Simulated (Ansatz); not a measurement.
# Is CuBMo in the AlB2 type a stable metal?

The plan: relax CuBMo in the AlB2 type, check its phonons, and, if the lattice is stable, compute its Eliashberg function and ρ(T).

Method: DFT PBE, scalar-relativistic, plane waves, PAW; PAW set soft_1, in Ansatz 0.2.0.

Report form: the programs' logs are mostly left out.

The structure was built from a prototype and need not be the compound's stable phase.

### 1. Set-up

Symmetry: P-6m2, No. 187, hexagonal system. Conventional cell: a = 3.357 Å, b = 3.357 Å, c = 3.524 Å, α = 90.00°, β = 90.00°, γ = 120.00°. Nearest to Mo lie 6 B at 2.62 Å and 6 Cu at 2.62 Å. Nearest to B lie 3 Cu at 1.94 Å and 6 Mo at 2.62 Å. Cu has 3 B at 1.94 Å and 6 Mo at 2.62 Å nearest. Farther neighbours are not listed.

### 2. Relaxation

Lattice constant and positions set the bands and the force constants, so the cell is relaxed first.

The input, input.yaml:

```yaml
crystal:
  lattice:
    - [3.35662, 0.0, 0.0]
    - [-1.67831, 2.90691, 0.0]
    - [0.0, 0.0, 3.52445]
  atoms:
    - { symbol: Mo, position: [0.0, 0.0, 0.0] }
    - { symbol: B, position: [0.33333333, 0.66666667, 0.5] }
    - { symbol: Cu, position: [0.66666667, 0.33333333, 0.5] }
kpoints:
  mp_grid: { grid: [12, 12, 8] }
hamiltonian:
  xc: pbe
  pseudopotentials: { kind: paw, azcp: { folder: soft_1 } }
scf:
  occupations: { method: gaussian, width: 0.1 }
output:
  forces: true
  stress: true
  eigenvalues: true
relax:
  adjacent_minimum: "off"
  f_tol: 0.005
  max_steps: 80
  cell: { stress_tol: 0.05 }
```

On the command line:

```sh
$ ansatz run input.yaml --threads 4 --pin off --max-ram 12288MiB --backend cpu --events-out ev --progress --plain --runs-dir out
```

Elapsed: 19 s, on 4 threads of Intel Xeon 6975P-C (Granite Rapids), shared host; peak memory 0.57 GiB; 69 s of CPU time.

Relaxation path:

| step | energy less that of the first step (eV) | largest force component (eV/Å) | pressure (GPa) | volume (Å³) |
| --- | --- | --- | --- | --- |
| 1 | 0.0000 | 0.0000 | -3.35 | 34.39 |
| 2 | -0.1343 | 0.0000 | 3.09 | 33.25 |
| 3 | -0.1808 | 0.0000 | 1.06 | 33.36 |
| 4 | -0.1812 | 0.0000 | -0.20 | 33.54 |
| 5 | -0.1812 | 0.0000 | 0.00 | 33.51 |
| 6* | -0.1816 | 0.0000 | 0.02 | 33.51 |
| 7 | -0.1816 | 0.0000 | 0.00 | 33.51 |
| 8* | -0.1816 | 0.0000 | 0.00 | 33.51 |

Relaxation steps marked * repeat the geometry before them on a plane-wave basis chosen anew for their cell, so energy and pressure can jump there.

Forces are held to the 12 operations that the run works with; a distortion that breaks them can't arise in this run.

| conventional cell, symmetrised | before | after | change |
| --- | --- | --- | --- |
| a (Å) | 3.357 | 3.460 | +3.1 % |
| b (Å) | 3.357 | 3.460 | +3.1 % |
| c (Å) | 3.524 | 3.232 | -8.3 % |
| volume (Å³/atom) | 11.46 | 11.17 | -2.6 % |

The relaxed structure:

```xyz
3
Lattice="3.4599 0.0000 0.0000 -1.7300 2.9964 0.0000 0.0000 0.0000 3.2323" Properties=species:S:1:pos:R:3 pbc="T T T"
Mo    0.0000    0.0000    0.0000
B     0.0000    1.9976    1.6161
Cu    1.7300    0.9988    1.6161
```

Numbers from this step:

| Property | Result |
| --- | --- |
| pressure | 0.003673 GPa |
| volume per atom | 11.17 Å³/atom |
| metallic on mesh | yes |
| gap on the k-mesh | 0 eV |

The largest force is now zero by symmetry and the largest stress component 0.0067 GPa.

### 3. Relaxing tightly for phonons

No force is left; the cell is relaxed once more with another smearing and tight thresholds.

input.yaml, the sections that differ from step 2:

```yaml
crystal:
  lattice:
    - [3.4599285932, 0.0, 0.0]
    - [-1.7299642966, 2.996386057, 0.0]
    - [0.0, 0.0, 3.2322908538]
  atoms:
    - { symbol: Mo, position: [0.0, 0.0, 0.0] }
    - { symbol: B, position: [0.3333333333, 0.6666666667, 0.5] }
    - { symbol: Cu, position: [0.6666666667, 0.3333333333, 0.5] }
kpoints:
  mp_grid: { grid: [9, 9, 8] }
scf:
  occupations: { method: methfessel_paxton, width: 0.2 }
relax:
  adjacent_minimum: "off"
  f_tol: 0.001
  max_steps: 60
  cell: { stress_tol: 0.01 }
# hamiltonian, output: as in step 2
```

It took 6.8 s on 4 threads; peak memory 0.54 GiB; 24 s of CPU time.

The steps of the relaxation:

| step | energy less that of the first step (eV) | largest force component (eV/Å) | pressure (GPa) | volume (Å³) |
| --- | --- | --- | --- | --- |
| 1 | 0.0000 | 0.0000 | -0.03 | 33.51 |
| 2 | 0.0000 | 0.0000 | 0.09 | 33.49 |
| 3 | 0.0000 | 0.0000 | 0.01 | 33.50 |
| 4 | 0.0000 | 0.0000 | 0.00 | 33.50 |
| 5 | 0.0000 | 0.0000 | 0.00 | 33.50 |

The log counts 1 steps on a newly chosen plane-wave basis, not all of them marked here; energy and pressure can jump at such steps.

| conventional cell, symmetrised | before | after | change |
| --- | --- | --- | --- |
| a (Å) | 3.460 | 3.461 | +0.0 % |
| b (Å) | 3.460 | 3.461 | +0.0 % |
| c (Å) | 3.232 | 3.229 | -0.1 % |
| volume (Å³/atom) | 11.17 | 11.17 | -0.0 % |

The relaxed structure:

```cif
data_structure
_symmetry_space_group_name_H-M 'P 1'
_symmetry_Int_Tables_number 1
_cell_length_a 3.4613
_cell_length_b 3.4613
_cell_length_c 3.2290
_cell_angle_alpha 90.000
_cell_angle_beta 90.000
_cell_angle_gamma 120.000
_cell_volume 33.50
loop_
_atom_site_label
_atom_site_type_symbol
_atom_site_fract_x
_atom_site_fract_y
_atom_site_fract_z
_atom_site_occupancy
Mo1 Mo 0.00000 0.00000 0.00000 1
B2 B 0.33333 0.66667 0.50000 1
Cu3 Cu 0.66667 0.33333 0.50000 1
```

Numbers from this step:

```yaml
pressure: 9.34e-5 GPa
```

The largest force is now zero by symmetry and the largest stress component 5.3e-4 GPa, small enough for phonons.

### 4. Phonons: q 2×2×2, k 6×6×6

Before any scattering is computed, the phonons show whether the structure is a minimum.

The input, input.yaml:

```yaml
crystal:
  lattice:
    - [3.4613470929, 0.0, 0.0]
    - [-1.7306735465, 2.9976145138, 0.0]
    - [0.0, 0.0, 3.2289989105]
  atoms:
    - { symbol: Mo, position: [0.0, 0.0, 0.0] }
    - { symbol: B, position: [0.3333333333, 0.6666666667, 0.5] }
    - { symbol: Cu, position: [0.6666666667, 0.3333333333, 0.5] }
kpoints:
  mp_grid: { grid: [6, 6, 6] }
hamiltonian:
  xc: pbe
  pseudopotentials: { kind: paw, azcp: { folder: soft_1 } }
scf:
  occupations: { method: methfessel_paxton, width: 0.2 }
output:
  eigenvalues: true
phonons:
  method: dfpt
  qmesh: [2, 2, 2]
  temperatures: { t_max: 1000, t_step: 50 }
  qpath:
    path:
      - [[0.0, 0.0, 0.0], [0.5, 0.0, 0.0], [0.33333333, 0.33333333, 0.0], [0.0, 0.0, 0.0], [0.0, 0.0, 0.5], [0.5, 0.0, 0.5], [0.33333333, 0.33333333, 0.5], [0.0, 0.0, 0.5]]
      - [[0.5, 0.0, 0.5], [0.5, 0.0, 0.0]]
      - [[0.33333333, 0.33333333, 0.5], [0.33333333, 0.33333333, 0.0]]
    npoints: 10
```

It took 29 s on 4 threads; peak memory 0.63 GiB.

This step gave:

| Quantity | Value |
| --- | --- |
| share of imaginary modes in the plain interpolation between solved wavevectors | 0.0185 |
| highest frequency, solved or plainly interpolated | 640.8 cm⁻¹ |

Solved on the 2×2×2 mesh alone; all other wavevectors are interpolated. The phonon branches at the labelled points (cm⁻¹):

| point | branch 1 | branch 2 | branch 3 | branch 4 | branch 5 | branch 6 | branch 7 | branch 8 | branch 9 |
| --- | --- | --- | --- | --- | --- | --- | --- | --- | --- |
| Γ | 0 | 0 | 0 | 121 | 257 | 257 | 281 | 599 | 599 |
| halfway | 40 | 106 | 131 | 140 | 258 | 268 | 274 | 606 | 612 |
| M | 47 | 140 | 163 | 181 | 244 | 262 | 294 | 613 | 628 |
| halfway | 81 | 153 | 164 | 184 | 233 | 235 | 316 | 607 | 636 |
| K | 104 | 164 | 172 | 199 | 208 | 218 | 328 | 604 | 641 |
| halfway | 61 | 122 | 138 | 144 | 248 | 263 | 288 | 605 | 618 |
| Γ | 0 | 0 | 0 | 121 | 257 | 257 | 281 | 599 | 599 |
| halfway | 106 | 106 | 140 | 228 | 242 | 242 | 278 | 598 | 598 |
| A | 180 | 180 | 202 | 202 | 224 | 231 | 316 | 596 | 596 |
| halfway | 94 | 177 | 183 | 197 | 261 | 285 | 298 | 600 | 606 |
| L | -77 | 163 | 185 | 192 | 266 | 288 | 327 | 601 | 615 |
| halfway | -69 | 118 | 172 | 244 | 272 | 286 | 318 | 594 | 622 |
| H | -61 | 94 | 159 | 277 | 283 | 287 | 296 | 589 | 626 |
| halfway | 76 | 152 | 179 | 222 | 267 | 289 | 293 | 598 | 611 |
| A | 180 | 180 | 202 | 202 | 224 | 231 | 316 | 596 | 596 |
| jump to L | -77 | 163 | 185 | 192 | 266 | 288 | 327 | 601 | 615 |
| halfway | 60 | 111 | 183 | 229 | 242 | 254 | 314 | 614 | 615 |
| M | 47 | 140 | 163 | 181 | 244 | 262 | 294 | 613 | 628 |
| jump to H | -61 | 94 | 159 | 277 | 283 | 287 | 296 | 589 | 626 |
| halfway | 90 | 130 | 132 | 228 | 262 | 264 | 314 | 597 | 634 |
| K | 104 | 164 | 172 | 199 | 208 | 218 | 328 | 604 | 641 |

Lowest modes at the softest wavevector of the mesh. Modes at q = (0.000, 0.500, 0.500), with each element's share of the kinetic energy (negative means imaginary):

| mode | frequency (cm⁻¹) | Mo % | B % | Cu % |
| --- | --- | --- | --- | --- |
| 1 | -76.7 | 68 | 0 | 31 |
| 2 | 163.3 | 72 | 0 | 28 |
| 3 | 185.4 | 100 | 0 | 0 |
| 4 | 192.3 | 0 | 14 | 86 |
| 5 | 266.0 | 15 | 42 | 42 |
| 6 | 288.5 | 16 | 57 | 26 |

Displacements in mode 1 (-76.7 cm⁻¹), the largest set to 1, in the home cell:
```
Mo1  0.00  1.00  0.00
B2   0.00  0.00 -0.22
Cu3  0.00  0.00  0.83
```

Displacements in mode 6 (288.5 cm⁻¹), the largest set to 1, in the home cell:
```
Mo1  0.00 -0.18  0.00
B2   0.00  0.00 -1.00
Cu3  0.00  0.00  0.28
```

Among the solved wavevectors the lowest mode, translations apart, is -76.7 cm⁻¹, imaginary.

### 5. Phonons: q 3×3×2, k 9×9×8

An imaginary mode on so few k-points may come from the sampling, so the phonons are repeated with another q and k mesh.

input.yaml: that of step 4 with these lines changed.

```diff
@@ -10,3 +10,3 @@
 kpoints:
-  mp_grid: { grid: [6, 6, 6] }
+  mp_grid: { grid: [9, 9, 8] }
 hamiltonian:
@@ -20,3 +20,3 @@
   method: dfpt
-  qmesh: [2, 2, 2]
+  qmesh: [3, 3, 2]
   temperatures: { t_max: 1000, t_step: 50 }
```

It took 2 min on 4 threads; peak memory 0.92 GiB; 7.4 min of CPU time.

Numbers from this step:

```yaml
share_of_imaginary_modes_in_the_plain_interpolation_between_solved_wavevectors: 0.0152
highest_frequency_solved_or_plainly_interpolated: 642.1 cm⁻¹
```

Solved on the 3×3×2 mesh alone; all other wavevectors are interpolated. The phonon branches at the labelled points (cm⁻¹):

| point | branch 1 | branch 2 | branch 3 | branch 4 | branch 5 | branch 6 | branch 7 | branch 8 | branch 9 |
| --- | --- | --- | --- | --- | --- | --- | --- | --- | --- |
| Γ | 0 | 0 | 0 | 130 | 253 | 253 | 282 | 597 | 597 |
| halfway | 45 | 114 | 135 | 152 | 258 | 267 | 276 | 606 | 614 |
| M | 52 | 142 | 168 | 191 | 245 | 262 | 294 | 610 | 631 |
| halfway | 84 | 160 | 167 | 191 | 229 | 235 | 317 | 599 | 638 |
| K | 111 | 173 | 180 | 196 | 198 | 217 | 328 | 591 | 642 |
| halfway | 64 | 130 | 140 | 156 | 248 | 262 | 290 | 603 | 621 |
| Γ | 0 | 0 | 0 | 130 | 253 | 253 | 282 | 597 | 597 |
| halfway | 105 | 105 | 137 | 233 | 238 | 238 | 278 | 596 | 596 |
| A | 176 | 176 | 201 | 201 | 224 | 227 | 320 | 595 | 595 |
| halfway | 110 | 165 | 185 | 196 | 258 | 283 | 303 | 599 | 603 |
| L | -60 | 155 | 183 | 189 | 264 | 286 | 327 | 599 | 612 |
| halfway | -69 | 114 | 162 | 243 | 268 | 281 | 318 | 593 | 617 |
| H | -79 | 95 | 142 | 268 | 279 | 291 | 295 | 588 | 620 |
| halfway | 93 | 143 | 180 | 220 | 264 | 287 | 297 | 597 | 607 |
| A | 176 | 176 | 201 | 201 | 224 | 227 | 320 | 595 | 595 |
| jump to L | -60 | 155 | 183 | 189 | 264 | 286 | 327 | 599 | 612 |
| halfway | 70 | 110 | 181 | 231 | 241 | 255 | 315 | 611 | 615 |
| M | 52 | 142 | 168 | 191 | 245 | 262 | 294 | 610 | 631 |
| jump to H | -79 | 95 | 142 | 268 | 279 | 291 | 295 | 588 | 620 |
| halfway | 84 | 123 | 127 | 228 | 259 | 264 | 314 | 590 | 631 |
| K | 111 | 173 | 180 | 196 | 198 | 217 | 328 | 591 | 642 |

Lowest modes at the softest wavevector of the mesh. The modes at q = (0.333, 0.333, 0.500) (shares of kinetic energy by element, %) (negative means imaginary):

| mode | frequency (cm⁻¹) | Mo % | B % | Cu % |
| --- | --- | --- | --- | --- |
| 1 | -78.8 | 67 | 0 | 33 |
| 2 | 94.6 | 47 | 6 | 47 |
| 3 | 142.5 | 92 | 8 | 0 |
| 4 | 267.5 | 8 | 92 | 0 |
| 5 | 278.8 | 33 | 0 | 67 |
| 6 | 290.6 | 53 | 7 | 40 |

Displacements in mode 1 (-78.8 cm⁻¹), the largest set to 1, in the home cell (x, y, z of the real part, then of the imaginary part):
```
Mo1  0.71  0.41  0.00  0.41 -0.71  0.00
B2   0.00  0.00  0.00  0.00  0.00  0.00
Cu3  0.00  0.00  1.00  0.00  0.00  0.00
```

Displacements in mode 4 (267.5 cm⁻¹), the largest set to 1, in the home cell (x, y, z of the real part, then of the imaginary part):
```
Mo1  0.00 -0.07  0.00  0.07  0.00  0.00
B2   0.00  0.00 -1.00  0.00  0.00  0.00
Cu3  0.00  0.00  0.00  0.00  0.00  0.00
```

The modes has structure finer than the step of the table below, so its rows give means over 25 cm⁻¹, whole bins alone (the curve runs from -86.7 to 671 cm⁻¹). Peaks (cm⁻¹: height): B 261.2: 0.0106, 599.7: 0.0629; Cu 75.4: 0.00714, 256.5: 0.0256, 308.9: 0.0198, 604.4: 0.00667; Mo 75.4: 0.0123, 180.2: 0.0225, 256.5: 0.015.

Phonopy on the run's constants, 19x19x17 mesh, Gaussian sigma 5.4 cm⁻¹. The modes by wavenumber; means over each step; values in 1/cm⁻¹/cell:

| wavenumber (cm⁻¹) | B | Cu | Mo |
| --- | --- | --- | --- |
| -50 | 9.1e-6 | 7.9e-4 | 0.00162 |
| -25 | 8.0e-6 | 6.2e-4 | 0.00124 |
| 0 | 2.5e-6 | 1.2e-4 | 2.3e-4 |
| 25 | 4.4e-5 | 6.4e-4 | 0.00116 |
| 50 | 2.4e-4 | 0.00300 | 0.00525 |
| 75 | 5.0e-4 | 0.00616 | 0.0107 |
| 100 | 5.5e-4 | 0.00554 | 0.0104 |
| 125 | 0.00126 | 0.00650 | 0.0128 |
| 150 | 0.00320 | 0.00500 | 0.0137 |
| 175 | 0.00628 | 0.00404 | 0.0205 |
| 200 | 0.00674 | 0.00375 | 0.00636 |
| 225 | 0.00698 | 0.0145 | 0.00592 |
| 250 | 0.00901 | 0.0232 | 0.0127 |
| 275 | 0.00773 | 0.0156 | 0.00889 |
| 300 | 0.00431 | 0.0155 | 0.00564 |
| 325 | 6.8e-4 | 0.00716 | 0.00218 |
| 350 | 0 | 1.7e-5 | 4.8e-6 |
| 375 | 0 | 0 | 0 |
| 400 | 0 | 0 | 0 |
| 425 | 0 | 0 | 0 |
| 450 | 0 | 0 | 0 |
| 475 | 0 | 0 | 0 |
| 500 | 0 | 0 | 0 |
| 525 | 0 | 0 | 0 |
| 550 | 0 | 0 | 0 |
| 575 | 0.00231 | 1.1e-4 | 4.2e-7 |
| 600 | 0.0460 | 0.00460 | 2.3e-5 |
| 625 | 0.0223 | 0.00258 | 1.3e-5 |
| 650 | 0.00185 | 2.2e-4 | 6.0e-8 |

No LO-TO term; unit eigenvectors of the mass-weighted matrix. The modes at Γ (shares of kinetic energy by element, %):

| mode | frequency (cm⁻¹) | symmetry | Mo % | B % | Cu % |
| --- | --- | --- | --- | --- | --- |
| 1 | 0.0 | unnamed | 56 | 6 | 37 |
| 2 | 0.0 | unnamed | 56 | 6 | 37 |
| 3 | 0.0 | unnamed | 56 | 6 | 37 |
| 4 | 130.4 | A2'' | 3 | 93 | 4 |
| 5 | 253.2 | E' | 44 | 9 | 48 |
| 6 | 253.2 | E' | 44 | 9 | 48 |
| 7 | 282.2 | A2'' | 41 | 0 | 59 |
| 8 | 597.0 | E' | 0 | 85 | 15 |
| 9 | 597.0 | E' | 0 | 85 | 15 |

Displacements in mode 4 (130.4 cm⁻¹), the largest set to 1:
```
Mo1  0.00  0.00 -0.06
B2   0.00  0.00  1.00
Cu3  0.00  0.00 -0.08
```

Displacements in mode 7 (282.2 cm⁻¹), the largest set to 1:
```
Mo1  0.00  0.00 -0.68
B2   0.00  0.00  0.14
Cu3  0.00  0.00  1.00
```

Among the solved wavevectors the lowest mode, translations apart, is -78.8 cm⁻¹, imaginary.

### 6. Lattice stability: Fermi–Dirac smearing of 0.3 eV

The phonons are repeated on the same meshes with a wide Fermi–Dirac smearing, to see whether the soft mode comes from sharp features of the Fermi surface.

input.yaml: that of step 5 with these lines changed.

```diff
@@ -15,3 +15,3 @@
 scf:
-  occupations: { method: methfessel_paxton, width: 0.2 }
+  occupations: { method: fermi_dirac, width: 0.3 }
 output:
```

The job ended after 2.2 min (4 threads; peak memory 0.94 GiB).

Numbers from this step:

```
share of imaginary modes in the plain interpolation between solved wavevectors : 0.0189
highest frequency, solved or plainly interpolated                              : 640.4 cm⁻¹
```

Solved on the 3×3×2 mesh alone; all other wavevectors are interpolated. The phonon branches at the labelled points (cm⁻¹):

| point | branch 1 | branch 2 | branch 3 | branch 4 | branch 5 | branch 6 | branch 7 | branch 8 | branch 9 |
| --- | --- | --- | --- | --- | --- | --- | --- | --- | --- |
| Γ | 0 | 0 | 0 | 126 | 248 | 248 | 270 | 598 | 598 |
| halfway | 39 | 107 | 128 | 130 | 252 | 256 | 271 | 605 | 609 |
| M | 45 | 119 | 156 | 168 | 235 | 257 | 291 | 608 | 622 |
| halfway | 78 | 129 | 159 | 171 | 224 | 226 | 314 | 593 | 634 |
| K | 103 | 137 | 170 | 183 | 194 | 210 | 326 | 585 | 640 |
| halfway | 55 | 119 | 133 | 135 | 241 | 251 | 286 | 599 | 618 |
| Γ | 0 | 0 | 0 | 126 | 248 | 248 | 270 | 598 | 598 |
| halfway | 104 | 104 | 133 | 218 | 234 | 234 | 268 | 595 | 595 |
| A | 175 | 175 | 198 | 198 | 210 | 219 | 305 | 593 | 593 |
| halfway | 97 | 164 | 177 | 192 | 248 | 280 | 286 | 595 | 602 |
| L | -70 | 151 | 175 | 185 | 247 | 278 | 325 | 595 | 612 |
| halfway | -70 | 106 | 155 | 240 | 252 | 276 | 316 | 591 | 616 |
| H | -72 | 82 | 137 | 252 | 277 | 286 | 294 | 588 | 620 |
| halfway | 79 | 139 | 171 | 217 | 254 | 281 | 283 | 594 | 605 |
| A | 175 | 175 | 198 | 198 | 210 | 219 | 305 | 593 | 593 |
| jump to L | -70 | 151 | 175 | 185 | 247 | 278 | 325 | 595 | 612 |
| halfway | 53 | 103 | 173 | 205 | 236 | 249 | 312 | 609 | 610 |
| M | 45 | 119 | 156 | 168 | 235 | 257 | 291 | 608 | 622 |
| jump to H | -72 | 82 | 137 | 252 | 277 | 286 | 294 | 588 | 620 |
| halfway | 82 | 112 | 116 | 205 | 256 | 258 | 312 | 586 | 630 |
| K | 103 | 137 | 170 | 183 | 194 | 210 | 326 | 585 | 640 |

Lowest modes at the softest wavevector of the mesh. The modes at q = (-0.333, -0.333, 0.500) (shares of kinetic energy by element, %) (negative means imaginary):

| mode | frequency (cm⁻¹) | Mo % | B % | Cu % |
| --- | --- | --- | --- | --- |
| 1 | -71.7 | 64 | 0 | 36 |
| 2 | 82.3 | 48 | 6 | 46 |
| 3 | 136.7 | 86 | 14 | 0 |
| 4 | 252.2 | 14 | 86 | 0 |
| 5 | 276.6 | 36 | 0 | 64 |
| 6 | 286.4 | 52 | 7 | 41 |

Displacements in mode 1 (-71.7 cm⁻¹), the largest set to 1, in the home cell (x, y, z of the real part, then of the imaginary part):
```
Mo1  0.67  0.39  0.00 -0.39  0.67  0.00
B2   0.00  0.00  0.00  0.00  0.00  0.00
Cu3  0.00  0.00  1.00  0.00  0.00  0.00
```

Displacements in mode 2 (82.3 cm⁻¹), the largest set to 1, in the home cell (x, y, z of the real part, then of the imaginary part):
```
Mo1  0.00  0.00  1.00  0.00  0.00  0.00
B2   0.00 -0.73  0.00  0.73  0.00  0.00
Cu3  0.73  0.42  0.00  0.42 -0.73  0.00
```

Among the solved wavevectors the lowest mode, translations apart, is -71.7 cm⁻¹, imaginary.

### 7. Summary of results

```yaml
phonon_run_of_the_rows_without_a_label_of_their_own: PBE, q 3×3×2, k 9×9×8
softest_mode_on_the_q_mesh: -78.8 cm⁻¹ at q = (0.333, 0.333, 0.5)
highest_frequency_solved_or_plainly_interpolated: 642 cm⁻¹
```

In words: The lattice is dynamically unstable at this level: a mode at q = (0.333, 0.333, 0.5) is imaginary, 78.8i cm⁻¹, so no harmonic coupling constant or resistivity is defined for this structure. These meshes are coarse, and single modes of a metal can move by tens of cm⁻¹ with the k mesh. The coarser mesh found an imaginary mode at another wavevector, which this mesh lacks. The phonon runs are not spin-polarised. The structure was built by hand as an ordered model, and its stability against other phases was not tested.

[Logs are printed without paths, hosts, clocks, repeated set-up lines and the standing remarks that a program may print on its own settings, such as how far it seeks lower states.]

[Hosts, paths, dates, database ids (printed as entryN), source tags and the programs' standing remarks are cut or masked in the printed files.]
